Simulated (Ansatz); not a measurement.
Rows from a G0W0 calculation on Be5Pt (F-43m) (Ansatz 0.2.0; G0W0 on LDA, plane waves, PAW; 6×6×6 mesh, 533 empty bands, screening to 270 eV, hard PAW files), in eV. Spin-orbit coupling is left out.

| row | Σx | Σc | Vxc | Z |
| --- | --- | --- | --- | --- |
| A | -14.14 | 0.22 | -13.67 | 0.79 |
| B | -5.68 | -5.52 | -11.35 | 0.76 |
| C | -14.23 | -3.40 | -17.70 | 0.77 |
| D | -22.35 | 2.05 | -20.01 | 0.74 |
| E | -9.79 | -4.44 | -14.16 | 0.77 |
| F | -17.80 | -2.61 | -20.43 | 0.76 |

Q: Which rows are filled states and which are empty ones, and how can one tell?

Filled: A and D. Empty: B, C, E and F. The sign of Σc tells: for a filled state bare exchange, which holds its interaction with itself, lies below Vxc (Σx − Vxc is -0.5 eV or lower here) and screening gives part back as a positive Σc. For an empty state Σx lies above Vxc (+2.6 eV or more) and the Coulomb hole leaves Σc negative.

[Runs of the session that timed out or met a known fault of the program may be left out.]

[Cells called generated may have been cut or substituted from an entry of the Crystallography Open Database or the Materials Project.]

[Hosts, paths, dates, database ids (printed as entryN), source tags and the programs' standing remarks are cut or masked in the printed files.]
